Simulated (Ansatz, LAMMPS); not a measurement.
**A faulty run on amorphous Si0.4C0.6 (202 atoms)**

Program: Ansatz 0.2.0. The cell: 81 Si and 121 C.

Input file input.yaml:

```yaml
crystal:
  lattice:
    - [12.9103, 0.0, 0.0]
    - [0.0, 12.9103, 0.0]
    - [0.0, 0.0, 12.9103]
  atoms:
    - { symbol: Si, position: [0.20006, 0.23198, 0.22021] }
    - { symbol: Si, position: [0.92919, 0.87538, 0.18492] }
    - { symbol: Si, position: [0.60734, 0.51675, 0.28989] }
    - { symbol: Si, position: [0.58834, 0.83175, 0.91888] }
    - { symbol: Si, position: [0.30576, 0.21157, 0.9869] }
    - { symbol: Si, position: [0.5668, 0.56344, 0.96047] }
    - { symbol: Si, position: [0.03474, 0.47972, 0.62998] }
    - { symbol: Si, position: [0.38915, 0.81564, 0.05268] }
    - { symbol: Si, position: [0.53731, 0.73855, 0.37155] }
    - { symbol: Si, position: [0.60251, 0.87468, 0.60118] }
    - { symbol: Si, position: [0.39132, 0.8734, 0.23325] }
    - { symbol: Si, position: [0.34064, 0.0356, 0.28225] }
    - { symbol: Si, position: [0.0826, 0.72728, 0.01656] }
    - { symbol: Si, position: [0.85273, 0.24678, 0.84477] }
    - { symbol: Si, position: [0.03856, 0.25757, 0.05826] }
    - { symbol: Si, position: [0.6888, 0.08518, 0.6235] }
    - { symbol: Si, position: [0.45472, 0.03905, 0.01939] }
    - { symbol: Si, position: [0.86066, 0.18227, 0.50715] }
    [... 178 atom lines left out ...]
    - { symbol: C, position: [0.12326, 0.85065, 0.2721] }
    - { symbol: C, position: [0.12188, 0.94306, 0.63972] }
    - { symbol: C, position: [0.78456, 0.15837, 0.05124] }
    - { symbol: C, position: [0.26971, 0.25512, 0.70894] }
    - { symbol: C, position: [0.63234, 0.23448, 0.77889] }
    - { symbol: C, position: [0.38801, 0.36721, 0.54432] }
kpoints:
  mp_grid: { grid: [1, 1, 1] }
hamiltonian:
  xc: rpbe
scf:
  occupations: { method: gaussian, width: 0.025 }
  max_iter: 100
output:
  forces: true
```

Command:

```bash
> ansatz run input.yaml --threads 4 --pin off --max-ram 8192MiB --backend cpu --events-out ev --progress --plain --runs-dir out
```

Numbers of over 12 decimals in the logs are rounded to 6 here.

Output:

```text
Engine: ansatz 0.2.0, aarch64-unknown-linux-gnu
Pseudopotentials: kind: paw
Pseudopotential: Si, paw, valence charge 4, recommended cutoff 420 eV (normal), Si.paw.azcp
Pseudopotential: C, paw, valence charge 4, recommended cutoff 420 eV (normal), C.paw.azcp
[... 5 lines on functional and potentials left out ...]
Crystal: 202 atoms, lattice volume = 2151.835 Å³
Basis set: ecut = 420 eV, 42115 PW (Γ), exchange–correlation on 180×180×180 points (8 copies of the dense FFT grid, shifted against one another)
Bands: 606, of which v1, the nominal top of the filled ones, is band 404 counted from 1 (403 counted from 0)
Symmetry: 1 space group operations
Space group: P1 (ITA 1), of the structure as read, at distance tolerance 1.3e-4 Å
k-points: 1
[... 7 lines on functional and potentials left out ...]
Initial density: superposition of atomic densities (neutral atoms: chi_scale 0, normalization atom), corrected by the library's trained network
Initial wavefunctions: pseudopotential atomic-orbital guess
Functional: x = rpbe, c = pbe(β = 0.066725)
SCF iter   1: F=—  HF=-89956.655821 eV  |F-HF|=—  |Δ(HF+E_count)|=         —  Δρ=7.80e-1  dr2=4.32e4  ethr=1.77e-3  ⟨swp⟩=93.0  Hψ=30408  notcnv=0  defer=204
preconditioner: auto → LDOS  [insulator: Δε(μ)=0.038 eV  Ē_g=11.649 eV  σ=0.025 eV  W_gap=0.72  n_scr=460 (ndim 8)  ℏωp=21.9 eV  f_vac=0.024  D(μ)=50.85/eV (n_scr^D=340)  ε∞_Penn≈4.5  β→1.0]
SCF iter   2: F=—  HF=-89326.422899 eV  |F-HF|=—  |Δ(HF+E_count)|=    6.30e2  Δρ=7.86e-1  dr2=1.05e5  ethr=1.77e-3  ⟨swp⟩=46.0  Hψ=19497  notcnv=0  defer=201  recentre
SCF iter   3: F=—  HF=-82928.471991 eV  |F-HF|=—  |Δ(HF+E_count)|=    6.40e3  Δρ=2.18e-1  dr2=9.64e3  ethr=1.77e-3  ⟨swp⟩=33.0  Hψ=7888  notcnv=0  defer=194
SCF iter   4: F=—  HF=-81879.593311 eV  |F-HF|=—  |Δ(HF+E_count)|=    1.05e3  Δρ=1.14e-1  dr2=1.21e3  ethr=1.77e-3  ⟨swp⟩=23.0  Hψ=5794  notcnv=0  defer=200
SCF iter   5: F=—  HF=-81640.006936 eV  |F-HF|=—  |Δ(HF+E_count)|=    2.40e2  Δρ=6.44e-2  dr2=1.67e2  ethr=1.77e-3  ⟨swp⟩=17.0  Hψ=4347  notcnv=0  defer=61
automatic band count: iteration 5 solves 468 bands in place of 606: the levels show a gap, and the empty bands left out lie too high to hold charge; the band table lists the bands solved (type scf.n_extra_bands for more)
SCF iter   6: F=—  HF=-81619.696693 eV  |F-HF|=—  |Δ(HF+E_count)|=    2.03e1  Δρ=3.19e-2  dr2=4.23e1  ethr=1.77e-3  ⟨swp⟩=10.0  Hψ=1612  notcnv=0  defer=56
SCF iter   7: F=—  HF=-81615.087217 eV  |F-HF|=—  |Δ(HF+E_count)|=    4.61e0  Δρ=1.12e-2  dr2=3.35e0  ethr=1.77e-3  ⟨swp⟩=6.0  Hψ=1330  notcnv=0  defer=62
SCF iter   8: F=—  HF=-81615.125299 eV  |F-HF|=—  |Δ(HF+E_count)|=   3.81e-2  Δρ=3.93e-3  dr2=4.66e-1  ethr=4.14e-4  ⟨swp⟩=7.0  Hψ=1398  notcnv=0  defer=61
SCF iter   9: F=—  HF=-81615.184504 eV  |F-HF|=—  |Δ(HF+E_count)|=   5.92e-2  Δρ=1.48e-3  dr2=9.01e-2  ethr=5.77e-5  ⟨swp⟩=8.0  Hψ=2080  notcnv=0  defer=191
automatic band count: iteration 9 solves 606 bands in place of 468: the levels no longer show a gap clear of their residuals, so the SCF keeps every band
SCF iter  10: F=—  HF=-81615.193668 eV  |F-HF|=—  |Δ(HF+E_count)|=   9.16e-3  Δρ=7.36e-4  dr2=2.12e-2  ethr=1.11e-5  ⟨swp⟩=3.0  Hψ=1258  notcnv=0  defer=191
SCF iter  11: F=—  HF=-81615.195446 eV  |F-HF|=—  |Δ(HF+E_count)|=   1.78e-3  Δρ=4.11e-4  dr2=6.81e-3  ethr=2.63e-6  ⟨swp⟩=3.0  Hψ=1043  notcnv=0  defer=191
SCF iter  12: F=—  HF=-81615.195425 eV  |F-HF|=—  |Δ(HF+E_count)|=   2.07e-5  Δρ=2.27e-4  dr2=1.96e-3  ethr=8.43e-7  ⟨swp⟩=2.0  Hψ=809  notcnv=0  defer=191
SCF iter  13: F=—  HF=-81615.195290 eV  |F-HF|=—  |Δ(HF+E_count)|=   1.35e-4  Δρ=1.31e-4  dr2=6.80e-4  ethr=2.43e-7  ⟨swp⟩=3.0  Hψ=1048  notcnv=0  defer=191
SCF iter  14: F=—  HF=-81615.194672 eV  |F-HF|=—  |Δ(HF+E_count)|=   6.18e-4  Δρ=7.18e-5  dr2=2.03e-4  ethr=8.41e-8  ⟨swp⟩=3.0  Hψ=782  notcnv=0  defer=191
SCF iter  15: F=—  HF=-81615.194666 eV  |F-HF|=—  |Δ(HF+E_count)|=   5.63e-6  Δρ=3.62e-5  dr2=5.20e-5  ethr=2.51e-8  ⟨swp⟩=3.0  Hψ=833  notcnv=0  defer=191
SCF iter  16: F=—  HF=-81615.194665 eV  |F-HF|=—  |Δ(HF+E_count)|=   7.89e-7  Δρ=1.54e-5  dr2=9.96e-6  ethr=6.43e-9  ⟨swp⟩=3.0  Hψ=728  notcnv=0  defer=191
SCF iter  17: F=—  HF=-81615.194665 eV  |F-HF|=—  |Δ(HF+E_count)|=   8.01e-7  Δρ=8.56e-6  dr2=3.10e-6  ethr=1.23e-9  ⟨swp⟩=3.0  Hψ=945  notcnv=0  defer=191
SCF iter  18: F=-81615.194664 eV  HF=-81615.194664 eV  |F-HF|=7.07e-7  |Δ(HF+E_count)|=   2.23e-7  Δρ=4.70e-6  dr2=9.23e-7  ethr=1.24e-10  ⟨swp⟩=6.0  Hψ=1803  notcnv=0
SCF 1 converged in 18 iterations: F = -81615.194664 eV  dr2 = 9.23e-7
[...]
SCF converged after 18 iterations
Free energy (F): -81615.194664 eV
Harris-Foulkes:  -81615.194664 eV  (|F-HF|=7.07e-7)
Internal energy: -81615.170494 eV  (E = F + TS)
E sigma→0 (E₀):  -81615.182579 eV
Entropy (-TS):   -0.024170 eV (-0.120 meV/atom)
Fermi energy:    9.536284 eV
--- Per-component energies (eV) ---
  E_band       = 1690.067275
  E_kinetic    = 14361.853376
  E_local      = -18788.887389  (includes V_loc(G=0)·N_el)
  E_nonlocal   = 5339.106748
  E_hartree    = 6394.086193
  E_xc         = -10370.250515
  E_vxc        = -11078.129009  (∫ρ·V_xc dr)
  E_paw        = -53918.903486  (= ΣΔE_a)
  E_vpaw       = -932.043259  (= ΣTr[D̂ρ^β])
  E_aug_tail   = 0.001331  (compensation charges beyond the density's cutoff)
  E_ewald      = -24628.441569
  E_core_change = -3.735182  (= ΣΔE_core)
  E_smearing   = -0.024170  (= −TS)
  E_closure    = -0.000000  (closes the sum)
  Σ components = -81615.194664   (vs F -81615.194664, Δ=0.00e0)
--- Forces (eV/Å), atoms counted from 1 ---
  atom   1  Si    -0.67004591    -0.26076760     0.56708778
  atom   2  Si     0.46532280    -0.44980508    -0.52571125
  atom   3  Si     0.58280751     0.75651869     0.74270433
  atom   4  Si     0.70011663     0.34659727    -0.05012412
  atom   5  Si    -0.15969686    -0.03888428     0.11502145
  atom   6  Si     0.71073166     0.06111341    -0.71042162
  atom   7  Si     0.34630138    -0.39757426    -0.21297351
  atom   8  Si    -0.20171836     0.21473974     1.24432156
  atom   9  Si     0.10979832     0.35693492    -0.48196448
  atom  10  Si     0.17137215    -0.24528370    -0.27916070
  atom  11  Si    -0.84528036     0.35942789    -1.20936424
  atom  12  Si     0.43570257     0.05132949     0.06645765
  atom  13  Si     0.57685687    -0.80804725     0.53692407
  atom  14  Si     0.03116074    -0.09493368    -0.18184483
[...]
atom 201  C      0.07760665     0.02340696     0.44752770
  atom 202  C      0.46710910     0.10452851    -1.04154304
  max |Σ_I F_I| component: 1.02e-3 eV/Å
```

Run time: 3.1 min. Hardware: 4 threads of Arm Neoverse V2, shared host; peak memory 3.3 GiB.

In the SCF lines HF is the Harris–Foulkes energy and dr2 the Hartree energy of the density residual, in eV; the loop may stop once dr2 is under the threshold and the program's other checks hold. Hψ counts applications of the Hamiltonian.

**Question.** What is wrong with this input, and how is it mended?

Atoms that overlap: crystal.atoms[157].position = [0.95368726, 0.49513, 0.21788].

The fix is to restore the position.

The run converged all the same, so the exit status doesn't show the fault.

[Logs are printed without paths, hosts, clocks, repeated set-up lines and the standing remarks that a program may print on its own settings, such as how far it seeks lower states.]

[Hosts, paths, dates, database ids (printed as entryN), source tags and the programs' standing remarks are cut or masked in the printed files.]
